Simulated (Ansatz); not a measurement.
# (PbSe)1(SnTe)3 [001] superlattice, started as rocksalt type: from the cell to its phonons

Wanted: phonon frequencies of (PbSe)1(SnTe)3 [001] superlattice, started as rocksalt type and what follows from them.

Program: Ansatz 0.2.0. Level of theory: DFT PBE, scalar-relativistic, plane waves, PAW. Results are calculated unless marked as measured.

The structure was built from a prototype and need not be the compound's stable phase.

### 1. Set-up

The structure is tetragonal, space group P4/mmm (No. 123). Conventional cell: a = 4.428 Å, b = 4.428 Å, c = 12.525 Å, α = 90.00°, β = 90.00°, γ = 90.00°. Nearest to Pb lie 2 Te at 3.13 Å and 4 Se at 3.13 Å. Nearest to Se lie 2 Sn at 3.13 Å and 4 Pb at 3.13 Å. Sn has 5 Te at 3.13 Å and 1 Se at 3.13 Å nearest. Nearest to Sn lie 6 Te at 3.13 Å. Nearest to Te lie 5 Sn at 3.13 Å and 1 Pb at 3.13 Å. Te has 6 Sn at 3.13 Å nearest. Farther neighbours and most contacts between anions are not listed.

### 2. Relaxation

Harmonic phonons are second derivatives at a point where the forces vanish, and they are wanted at zero stress, so atoms and cell are relaxed first.

The input, input.yaml:

```yaml
crystal:
  lattice:
    - [3.13125, 3.13125, 0.0]
    - [-3.13125, 3.13125, 0.0]
    - [0.0, 0.0, 12.525]
  atoms:
    - { symbol: Pb, position: [0.0, 0.0, 0.0] }
    - { symbol: Se, position: [0.5, 0.5, 0.0] }
    - { symbol: Sn, position: [0.5, 0.5, 0.25] }
    - { symbol: Sn, position: [0.0, 0.0, 0.5] }
    - { symbol: Sn, position: [0.5, 0.5, 0.75] }
    - { symbol: Te, position: [0.0, 0.0, 0.25] }
    - { symbol: Te, position: [0.5, 0.5, 0.5] }
    - { symbol: Te, position: [0.0, 0.0, 0.75] }
kpoints:
  mp_grid: { grid: [8, 8, 4] }
hamiltonian:
  xc: pbe
scf:
  occupations: { method: gaussian, width: 0.01 }
output:
  forces: true
  stress: true
  eigenvalues: true
  write_density: true
  write_potential: true
  elf: true
  volumetric_format: npy
relax:
  adjacent_minimum: "off"
  f_tol: 0.005
  max_steps: 80
  cell: { stress_tol: 0.05 }
```

Started as:

```bash
$ ansatz run input.yaml --threads 8 --pin off --max-ram 14336MiB --backend cpu --events-out ev --progress --plain --runs-dir out
```

Numbers of over 12 decimals in the logs are rounded to 6 here.

The program printed:

```text
Engine: ansatz 0.2.0, aarch64-unknown-linux-gnu
Pseudopotentials: kind: paw
Pseudopotential: Pb, paw, valence charge 14, recommended cutoff 420 eV (normal), Pb.paw.azcp
Pseudopotential: Se, paw, valence charge 16, recommended cutoff 420 eV (normal), Se.paw.azcp
Pseudopotential: Sn, paw, valence charge 14, recommended cutoff 420 eV (normal), Sn.paw.azcp
Pseudopotential: Te, paw, valence charge 16, recommended cutoff 420 eV (normal), Te.paw.azcp
Functional definition: PBE
  parameter kappa = 0.804
  parameter beta = 0.066725
  exchange = pbe_x(kappa = kappa, mu = beta*pi^2/3)
  correlation = pbe_c(beta = beta)
Crystal: 8 atoms, lattice volume = 245.608 Å³
Basis set: ecut = 420 eV, 4825 PW (Γ), exchange–correlation on 60×60×180 points (8 copies of the dense FFT grid, shifted against one another)
Bands: 72, of which v1, the nominal top of the filled ones, is band 60 counted from 1 (59 counted from 0)
Symmetry: 16 space group operations
Space group: P4/mmm (ITA 123), of the structure as read, at distance tolerance 6.3e-5 Å
k-points: 45 of 256
Non-local potential: Pb, projectors of the file, l = 0: 2, l = 1: 2, l = 2: 2, l = 3: 2
Non-local potential: Se, projectors of the file, l = 0: 2, l = 1: 2, l = 2: 3, l = 3: 1
Non-local potential: Sn, projectors of the file, l = 0: 2, l = 1: 2, l = 2: 2, l = 3: 2
Non-local potential: Te, projectors of the file, l = 0: 2, l = 1: 2, l = 2: 2, l = 3: 2
PAW form: soft (Blöchl's): semilocal exchange-correlation on the pseudo side does not see the compensation charge
PAW one-centre angular grid: Pb, 590 points (default); XC on 64 Gauss nodes
PAW one-centre angular grid: Se, 590 points (default); XC on 64 Gauss nodes
PAW one-centre angular grid: Sn, 590 points (default); XC on 64 Gauss nodes
PAW one-centre angular grid: Te, 590 points (default); XC on 64 Gauss nodes
Initial density: superposition of atomic densities (neutral atoms: chi_scale 0, normalization atom), corrected by the library's trained network
Initial wavefunctions: pseudopotential atomic-orbital guess
Functional: x = pbe(κ = 0.804, μ = 0.219515), c = pbe(β = 0.066725)
SCF iter   1: F=—  HF=-56390.641153 eV  |F-HF|=—  |Δ(HF+E_count)|=         —  Δρ=8.34e-4  dr2=9.38e-3  ethr=1.77e-3  ⟨swp⟩=7.2  Hψ=12976  notcnv=0  defer=5
preconditioner: auto → Resta (q_TF=auto, 2.421 Å⁻¹)  ε∞=4.4  [insulator: Δε(μ)=0.278 eV  Ē_g=8.179 eV  σ=0.010 eV  W_gap=1.00  n_scr=56 (ndim 8)  ℏωp=15.0 eV  f_vac=0.012  D(μ)=0.00/eV (n_scr^D=0)  ε∞_Penn≈4.4]
SCF iter   2: F=—  HF=-56390.635289 eV  |F-HF|=—  |Δ(HF+E_count)|=   5.86e-3  Δρ=5.68e-4  dr2=1.11e-3  ethr=7.81e-6  ⟨swp⟩=3.1  Hψ=6732  notcnv=0  defer=265
SCF iter   3: F=—  HF=-56390.635219 eV  |F-HF|=—  |Δ(HF+E_count)|=   6.97e-5  Δρ=2.39e-4  dr2=2.31e-4  ethr=9.26e-7  ⟨swp⟩=2.2  Hψ=4588  notcnv=0  defer=265
SCF iter   4: F=—  HF=-56390.635246 eV  |F-HF|=—  |Δ(HF+E_count)|=   2.68e-5  Δρ=6.62e-5  dr2=1.29e-5  ethr=1.93e-7  ⟨swp⟩=2.4  Hψ=4356  notcnv=0  defer=265
SCF iter   5: F=—  HF=-56390.635126 eV  |F-HF|=—  |Δ(HF+E_count)|=   1.20e-4  Δρ=1.91e-5  dr2=2.27e-6  ethr=1.07e-8  ⟨swp⟩=2.1  Hψ=5203  notcnv=0  defer=265
SCF iter   6: F=—  HF=-56390.635126 eV  |F-HF|=—  |Δ(HF+E_count)|=   3.80e-8  Δρ=7.21e-6  dr2=2.09e-7  ethr=1.89e-9  ⟨swp⟩=2.0  Hψ=5675  notcnv=0  defer=265
SCF iter   7: F=-56390.635126 eV  HF=-56390.635126 eV  |F-HF|=7.79e-10  |Δ(HF+E_count)|=   1.62e-7  Δρ=2.43e-6  dr2=1.90e-8  ethr=8.33e-11  ⟨swp⟩=15.4  Hψ=27517  notcnv=0
SCF 1 converged in 7 iterations: F = -56390.635126 eV  dr2 = 1.90e-8
  greatest PAW one-centre occupation: 1.000 electrons in one spin orbital (limit 2), on the Se atom at site 1 (counted from 0), in its partial waves of l = 2
relax step   1: F+E_penalty+E_count = -56390.63512571 eV  Δ(F+E_penalty+E_count) = +0.000e0 eV  max|allowed force component| = 3.319e-1 eV/Å  Δτ_max = 0.0000 Å  P = +2.367 GPa  Ω = 245.608 Å³  (7 SCF iters, dr2 threshold 1.00e-7 eV, accepted)
Crystal: 8 atoms, lattice volume = 265.838 Å³
Basis set: ecut = 420 eV, 5187 PW (Γ), exchange–correlation on 60×60×180 points (8 copies of the dense FFT grid, shifted against one another)
Initial density: handed on by an earlier stage of this run
Initial wavefunctions: those handed on with the density
iter 1 solved again at ethr=1.04e-4 eV; its pass at ethr=3.10e-3 eV (dr2=1.25e-1 eV) is discarded
SCF iter   1: F=—  HF=-56390.737599 eV  |F-HF|=—  |Δ(HF+E_count)|=         —  Δρ=3.19e-3  dr2=1.23e-1  ethr=1.04e-4  ⟨swp⟩=3.0  Hψ=16996  notcnv=0
preconditioner: auto → Resta (q_TF=auto, 2.390 Å⁻¹)  ε∞=4.4  [insulator: Δε(μ)=0.046 eV  Ē_g=7.826 eV  σ=0.010 eV  W_gap=1.00  n_scr=56 (ndim 8)  ℏωp=14.4 eV  f_vac=0.025  D(μ)=0.01/eV (n_scr^D=0)  ε∞_Penn≈4.4]
SCF iter   2: F=—  HF=-56390.719319 eV  |F-HF|=—  |Δ(HF+E_count)|=   1.83e-2  Δρ=1.21e-3  dr2=7.71e-3  ethr=1.02e-4  ⟨swp⟩=3.6  Hψ=4678  notcnv=0
SCF iter   3: F=—  HF=-56390.718417 eV  |F-HF|=—  |Δ(HF+E_count)|=   9.02e-4  Δρ=6.98e-4  dr2=2.25e-3  ethr=6.43e-6  ⟨swp⟩=2.5  Hψ=6570  notcnv=0  defer=32
SCF iter   4: F=—  HF=-56390.718618 eV  |F-HF|=—  |Δ(HF+E_count)|=   2.01e-4  Δρ=2.74e-4  dr2=3.74e-4  ethr=1.87e-6  ⟨swp⟩=2.1  Hψ=6411  notcnv=0  defer=32
SCF iter   5: F=—  HF=-56390.718537 eV  |F-HF|=—  |Δ(HF+E_count)|=   8.02e-5  Δρ=1.01e-4  dr2=4.94e-5  ethr=3.12e-7  ⟨swp⟩=2.0  Hψ=5905  notcnv=0  defer=32
SCF iter   6: F=—  HF=-56390.718575 eV  |F-HF|=—  |Δ(HF+E_count)|=   3.78e-5  Δρ=3.26e-5  dr2=4.10e-6  ethr=4.12e-8  ⟨swp⟩=2.0  Hψ=5908  notcnv=0  defer=32
SCF iter   7: F=-56390.718582 eV  HF=-56390.718581 eV  |F-HF|=6.15e-7  |Δ(HF+E_count)|=   6.18e-6  Δρ=9.53e-6  dr2=2.62e-7  ethr=6.67e-10  ⟨swp⟩=13.9  Hψ=29613  notcnv=0
SCF 2 converged in 7 iterations: F = -56390.718582 eV  dr2 = 2.62e-7
  Residual-converged pass: ⟨swp⟩=1.0  Hψ=3421  notcnv=0  max |occ|·‖R‖ = 7.0e-9 eV (tolerance 1.0e-8 eV)  dr2=2.62e-7  dr2_onsite=3.39e-8  max |Δocc| = 3.5e-19
relax step   2: F+E_penalty+E_count = -56390.71858197 eV  Δ(F+E_penalty+E_count) = -8.346e-2 eV  max|allowed force component| = 1.761e-1 eV/Å  Δτ_max = 0.0984 Å  P = -1.183 GPa  Ω = 265.838 Å³  energy of the carried Pulay correction = -3.206e-3 eV  (7 SCF iters, dr2 threshold 8.00e-7 eV, accepted)
Crystal: 8 atoms, lattice volume = 258.797 Å³
Basis set: ecut = 420 eV, 5075 PW (Γ), exchange–correlation on 60×60×180 points (8 copies of the dense FFT grid, shifted against one another)
iter 1 solved again at ethr=1.10e-5 eV; its pass at ethr=3.10e-3 eV (dr2=1.32e-2 eV) is discarded
SCF iter   1: F=—  HF=-56390.758445 eV  |F-HF|=—  |Δ(HF+E_count)|=         —  Δρ=9.56e-4  dr2=1.30e-2  ethr=1.10e-5  ⟨swp⟩=4.1  Hψ=15378  notcnv=0
preconditioner: auto → Resta (q_TF=auto, 2.400 Å⁻¹)  ε∞=4.4  [insulator: Δε(μ)=0.158 eV  Ē_g=7.928 eV  σ=0.010 eV  W_gap=1.00  n_scr=56 (ndim 8)  ℏωp=14.6 eV  f_vac=0.015  D(μ)=0.00/eV (n_scr^D=0)  ε∞_Penn≈4.4]
SCF iter   2: F=—  HF=-56390.756482 eV  |F-HF|=—  |Δ(HF+E_count)|=   1.96e-3  Δρ=3.96e-4  dr2=8.21e-4  ethr=1.08e-5  ⟨swp⟩=3.8  Hψ=4676  notcnv=0
SCF iter   3: F=—  HF=-56390.756353 eV  |F-HF|=—  |Δ(HF+E_count)|=   1.29e-4  Δρ=2.29e-4  dr2=2.59e-4  ethr=6.84e-7  ⟨swp⟩=2.1  Hψ=5703  notcnv=0
SCF iter   4: F=—  HF=-56390.756191 eV  |F-HF|=—  |Δ(HF+E_count)|=   1.62e-4  Δρ=7.20e-5  dr2=2.59e-5  ethr=2.16e-7  ⟨swp⟩=2.0  Hψ=5931  notcnv=0
SCF iter   5: F=—  HF=-56390.756193 eV  |F-HF|=—  |Δ(HF+E_count)|=   2.66e-6  Δρ=2.66e-5  dr2=2.99e-6  ethr=2.16e-8  ⟨swp⟩=2.0  Hψ=5936  notcnv=0
SCF iter   6: F=-56390.756195 eV  HF=-56390.756195 eV  |F-HF|=4.68e-7  |Δ(HF+E_count)|=   1.60e-6  Δρ=1.07e-5  dr2=4.09e-7  ethr=6.67e-10  ⟨swp⟩=13.5  Hψ=31927  notcnv=0
SCF 3 converged in 6 iterations: F = -56390.756195 eV  dr2 = 4.09e-7
relax step   3: F+E_penalty+E_count = -56390.75619538 eV  Δ(F+E_penalty+E_count) = -3.761e-2 eV  max|allowed force component| = 1.962e-2 eV/Å  Δτ_max = 0.0309 Å  P = -0.132 GPa  Ω = 258.797 Å³  energy of the carried Pulay correction = -2.119e-3 eV  (6 SCF iters, dr2 threshold 8.00e-7 eV, accepted)
[...]
relax step   4: F+E_penalty+E_count = -56390.75681864 eV  Δ(F+E_penalty+E_count) = -6.233e-4 eV  max|allowed force component| = 1.239e-2 eV/Å  Δτ_max = 0.0036 Å  P = +0.005 GPa  Ω = 257.948 Å³  energy of the carried Pulay correction = -1.986e-3 eV  (5 SCF iters, dr2 threshold 1.12e-7 eV, accepted)
[...]
relax step   5: F+E_penalty+E_count = -56390.75684606 eV  Δ(F+E_penalty+E_count) = -2.742e-5 eV  max|allowed force component| = 7.040e-4 eV/Å  Δτ_max = 0.0026 Å  P = +0.001 GPa  Ω = 257.982 Å³  energy of the carried Pulay correction = -1.992e-3 eV  (5 SCF iters, dr2 threshold 9.60e-9 eV, accepted)
Basis set: ecut = 420 eV, 5075 PW (Γ), exchange–correlation on 64×64×180 points (8 copies of the dense FFT grid, shifted against one another)
Initial wavefunctions: pseudopotential atomic-orbital guess (no wavefunctions were taken with the density)
iter 1 solved again at ethr=2.12e-7 eV; its pass at ethr=3.10e-3 eV (dr2=2.55e-4 eV) is discarded
SCF iter   1: F=—  HF=-56390.753624 eV  |F-HF|=—  |Δ(HF+E_count)|=         —  Δρ=3.52e-4  dr2=8.21e-6  ethr=2.12e-7  ⟨swp⟩=4.0  Hψ=22019  notcnv=0
SCF iter   2: F=—  HF=-56390.757472 eV  |F-HF|=—  |Δ(HF+E_count)|=   3.85e-3  Δρ=1.77e-4  dr2=1.91e-6  ethr=6.84e-9  ⟨swp⟩=2.5  Hψ=5068  notcnv=0
SCF iter   3: F=—  HF=-56390.758762 eV  |F-HF|=—  |Δ(HF+E_count)|=   1.29e-3  Δρ=1.80e-5  dr2=6.29e-8  ethr=1.60e-9  ⟨swp⟩=2.0  Hψ=4100  notcnv=0
SCF iter   4: F=—  HF=-56390.758775 eV  |F-HF|=—  |Δ(HF+E_count)|=   1.28e-5  Δρ=1.96e-6  dr2=7.73e-9  ethr=5.24e-11  ⟨swp⟩=2.0  Hψ=5937  notcnv=0
SCF iter   5: F=—  HF=-56390.758775 eV  |F-HF|=—  |Δ(HF+E_count)|=   1.04e-7  Δρ=4.80e-7  dr2=8.19e-10  ethr=6.44e-12  ⟨swp⟩=2.0  Hψ=5915  notcnv=0
SCF iter   6: F=—  HF=-56390.758775 eV  |F-HF|=—  |Δ(HF+E_count)|=   1.13e-9  Δρ=1.82e-7  dr2=1.69e-10  ethr=1.00e-12  ⟨swp⟩=2.0  Hψ=3960  notcnv=0
SCF iter   7: F=-56390.758775 eV  HF=-56390.758775 eV  |F-HF|=2.91e-11  |Δ(HF+E_count)|=  3.71e-10  Δρ=7.37e-8  dr2=3.22e-11  ethr=1.00e-12  ⟨swp⟩=7.0  Hψ=15415  notcnv=0
SCF 6 converged in 7 iterations: F = -56390.758775 eV  dr2 = 3.22e-11
relax step   6: F+E_penalty+E_count = -56390.75877518 eV  Δ(F+E_penalty+E_count) = -1.929e-3 eV  max|allowed force component| = 8.013e-4 eV/Å  Δτ_max = 0.0000 Å  P = -0.002 GPa  Ω = 257.982 Å³  stress off target by 2.84e-3 GPa  SCF on the basis re-selected at this cell (its energy is not comparable with the rows above)  (7 SCF iters)
basis re-selected at this cell: Δ(F+E_penalty+E_count) = -1.929e-3 eV, ΔP = -0.003 GPa vs the last step (what re-selecting the basis moved, of the pressure what is left beyond the Pulay correction that the steps carried, after the strain that the cell walked since its last selection, with what the two solves' SCF thresholds leave and, on support functions, any second-order correction that the steps lacked; it is no measure of the basis error at this ecutwfc). The dense FFT grid was sized anew with the basis: this SCF ran on 32×32×90 points, the steps before it on 30×30×90, so part of this shift can come from that change (see relax.cell in the input reference). [rest of the remark cut]
SCF converged after 7 iterations
Free energy (F): -56390.758775 eV
Harris-Foulkes:  -56390.758775 eV  (|F-HF|=2.91e-11)
Internal energy: -56390.758775 eV  (E = F + TS)
E sigma→0 (E₀):  -56390.758775 eV
Fermi energy:    8.834956 eV
--- Per-component energies (eV) ---
  E_band       = -1563.901394
  E_kinetic    = 1499.407917
  E_local      = -10318.804038  (includes V_loc(G=0)·N_el)
  E_nonlocal   = -1275.062290
  E_hartree    = 5832.096738
  E_xc         = -1846.706816
  E_vxc        = -831.204974  (∫ρ·V_xc dr)
  E_paw        = -38701.142373  (= ΣΔE_a)
  E_vpaw       = -2302.430761  (= ΣTr[D̂ρ^β])
  E_aug_tail   = -0.001102  (compensation charges beyond the density's cutoff)
  E_ewald      = -11580.546811
  E_smearing   = -0.000000  (= −TS)
  E_closure    = 0.000000  (closes the sum)
  Σ components = -56390.758775   (vs F -56390.758775, Δ=0.00e0)
--- Forces (eV/Å), atoms counted from 1 ---
  atom   1  Pb     0.00000000     0.00000000     0.00000000
  atom   2  Se     0.00000000     0.00000000     0.00000000
  atom   3  Sn     0.00000000     0.00000000    -0.00043778
  atom   4  Sn    -0.00000000    -0.00000000     0.00000000
  atom   5  Sn     0.00000000     0.00000000     0.00043778
  atom   6  Te     0.00000000     0.00000000     0.00080134
  atom   7  Te    -0.00000000     0.00000000     0.00000000
  atom   8  Te     0.00000000     0.00000000    -0.00080134
  max |Σ_I F_I| component: 1.08e-19 eV/Å
--- Stress (GPa, compression-positive) ---
       -0.001307      -0.000000       0.000000
       -0.000000      -0.001307       0.000000
        0.000000       0.000000      -0.002839
  P = ⅓ Tr σ = -0.0018 GPa (-0.018 kbar)
--- Band table (eV; the first three rows and the last of 45) ---
  k-point 0: bands = [... 56 lower, 6.8424, 6.8424, 6.9523, 7.1310, 10.6925, 10.7568, 11.4177, 12.0709, ... 8 higher]
  k-point 1: bands = [... 56 lower, 6.7749, 6.7749, 7.0911, 7.9323, 9.9107, 11.4549, 11.6341, 11.9041, ... 8 higher]
  k-point 2: bands = [... 56 lower, 6.6382, 6.6382, 7.5797, 7.8982, 10.2621, 10.6478, 11.5124, 11.7677, ... 8 higher]
  k-point 44: bands = [... 56 lower, 6.2611, 6.3011, 6.5335, 6.5682, 11.6038, 11.6514, 11.9189, 11.9189, ... 8 higher]
--- Relaxed structure (5 steps of the walk, 5 accepted, 1 SCFs on fresh bases) ---
  F+E_penalty+E_count = -56390.75877518 eV   max|allowed force component| = 8.013e-4 eV/Å   (the final SCF, on the basis selected at the relaxed cell)
  cell:  # Å, volume = 257.9824 Å³
    - [3.182615, 3.182615, 0.0]
    - [-3.182615, 3.182615, 0.0]
    - [0.0, 0.0, 12.734791]
  atoms:
    - { symbol: Pb, position: [0, 0, 0] }
    - { symbol: Se, position: [0.5, 0.5, 0] }
    - { symbol: Sn, position: [0.5, 0.5, 0.242652] }
    - { symbol: Sn, position: [0, 0, 0.500000] }
    - { symbol: Sn, position: [0.5, 0.5, 0.757348] }
    - { symbol: Te, position: [0, 0, 0.252437] }
    - { symbol: Te, position: [0.5, 0.5, 0.500000] }
    - { symbol: Te, position: [0, 0, 0.747563] }
```

The job ended after 38 s (8 threads of Arm Neoverse V2, shared host; peak memory 1.5 GiB; 4.8 min of CPU time).

Relaxation path:

```
step  energy less that of the first step (eV)  largest force component (eV/Å)  pressure (GPa)  volume (Å³)
   1                                   0.0000                          0.3319            2.37       245.61
   2                                  -0.0835                          0.1761           -1.18       265.84
   3                                  -0.1211                          0.0196           -0.13       258.80
   4                                  -0.1217                          0.0124            0.00       257.95
   5                                  -0.1217                          0.0007            0.00       257.98
  6*                                  -0.1236                          0.0008            0.00       257.98
```

Relaxation steps marked * repeat the geometry before them on a plane-wave basis chosen anew for their cell, so energy and pressure can jump there.

The run keeps the 16 symmetry operations that it works with, so distortions that break them were not tested.

```
conventional cell, symmetrised  before   after  change
                         a (Å)   4.428   4.501  +1.6 %
                         b (Å)   4.428   4.501  +1.6 %
                         c (Å)  12.525  12.735  +1.7 %
              volume (Å³/atom)   30.70   32.25  +5.0 %
```

The atoms that moved most (Å, as changes of fractional coordinates times the final cell):

```
atom     dx     dy      dz  length
 Sn3  0.000  0.000  -0.094   0.094
 Sn5  0.000  0.000   0.094   0.094
 Te8  0.000  0.000  -0.031   0.031
 Te6  0.000  0.000   0.031   0.031
```

Numbers from this step:

* pressure: -0.001818 GPa
* gap on the k-mesh: 0.1523 eV
* volume per atom: 32.25 Å³
* direct gap on mesh: 0.1523 eV

ELF in the ac plane at fractional y = 0.000, with atoms of Pb and Sn and Te within 0.2 Å of it. It is the smooth field of the valence electrons, not physical close to the nuclei.

Ten even steps from '0' (0.01) to '9' (0.62), each cell a mean:
```
12663100024651
66542000013566
54321000001344
99974100025899
56898410169986
01699511279840
12699510279851
78997300158987
98752000013689
55431000002345
34553100024554
00454210135520
02454210134531
45542100013455
65421000001356
99974100025899
46898410269975
01589511279730
13699510279852
88997300148998
87642000013577
54421000001345
45653100013565
01564100024640
```
Columns run along a (4.5 Å), rows up along c (12.7 Å). Atoms in or near the plane, at fractional coordinates: Pb at (0.00, 0.00), Sn at (0.00, 0.50), Te at (0.00, 0.25), Te at (0.00, 0.75).

Electrostatic potential energy in the ac plane at fractional y = 0.000, with atoms of Pb and Sn and Te within 0.2 Å of it. With pseudopotentials it is smooth inside the atoms' cores, unlike the true potential.

Ten even steps from '_' (-27 eV) to '@' (37 eV), each cell a mean:
```
______--++++****++++==::____
..::--++++++******++++==--..
++++++++++**********++++++++
==++++++************++++++==
==----++++********++++==----
@@%%----++++******++==::++@@
@@##----++++******++++--==%%
----==++++**********++==----
++++++++**************++++++
====++++++**********++++++==
==----==++++******++++==----
@@##----++++******++==::==%%
%%++::==++++******++++----##
----==++++********++++==----
++++++++************++++++++
====++++************++++++==
++----==++********++++==--==
@@%%----++++******++==::++@@
%%**--==++++******++++--==##
----==++++**********++++----
++++++++**************++++++
====++++++**********++++++==
____::==++++******++++--..__
..____--++++****++++==..____
```
Columns run along a (4.5 Å; values clipped at the 3rd and 97th percentile), rows up along c (12.7 Å). Atoms in or near the plane, at fractional coordinates: Pb at (0.00, 0.00), Sn at (0.00, 0.50), Te at (0.00, 0.25), Te at (0.00, 0.75).

Valence density in the ac plane at fractional y = 0.000, with atoms of Pb and Sn and Te within 0.2 Å of it. It is the smooth field of the valence electrons, not physical close to the nuclei.

Values in e/Å³, 24 rows by 14 columns, each cell a mean:
```
 6  4  2  0  0  0  0  0  0  0  0  1  2  5
 1  1  0  0  0  0  0  0  0  0  0  0  1  1
 0  0  0  0  0  0  0  0  0  0  0  0  0  0
 0  0  0  0  0  0  0  0  0  0  0  0  0  0
 3  2  1  0  0  0  0  0  0  0  0  0  1  2
13  8  2  1  0  0  0  0  0  0  0  1  4 10
10  6  2  0  0  0  0  0  0  0  0  1  3  8
 1  1  0  0  0  0  0  0  0  0  0  0  1  1
 0  0  0  0  0  0  0  0  0  0  0  0  0  0
 0  0  0  0  0  0  0  0  0  0  0  0  0  0
 3  2  1  0  0  0  0  0  0  0  0  0  1  2
12  7  2  0  0  0  0  0  0  0  0  1  3  9
 8  5  1  0  0  0  0  0  0  0  0  1  2  6
 1  1  0  0  0  0  0  0  0  0  0  0  0  1
 0  0  0  0  0  0  0  0  0  0  0  0  0  0
 0  0  0  0  0  0  0  0  0  0  0  0  0  0
 3  2  1  0  0  0  0  0  0  0  0  0  1  3
14  8  2  1  0  0  0  0  0  0  0  1  4 11
 9  5  1  0  0  0  0  0  0  0  0  1  3  7
 1  1  0  0  0  0  0  0  0  0  0  0  1  1
 0  0  0  0  0  0  0  0  0  0  0  0  0  0
 0  0  0  0  0  0  0  0  0  0  0  0  0  0
 3  2  1  0  0  0  0  0  0  0  0  0  1  2
 8  5  2  1  0  0  0  0  0  0  0  1  3  7
```
Columns run along a (4.5 Å), rows up along c (12.7 Å). Atoms in or near the plane, at fractional coordinates: Pb at (0.00, 0.00), Sn at (0.00, 0.50), Te at (0.00, 0.25), Te at (0.00, 0.75).

In this step the volume went from 30.70 to 32.25 Å³/atom.

(Continued in part 2 of 2.)

[Logs are printed without paths, hosts, clocks, repeated set-up lines and the standing remarks that a program may print on its own settings, such as how far it seeks lower states.]

[Hosts, paths, dates, database ids (printed as entryN), source tags and the programs' standing remarks are cut or masked in the printed files.]
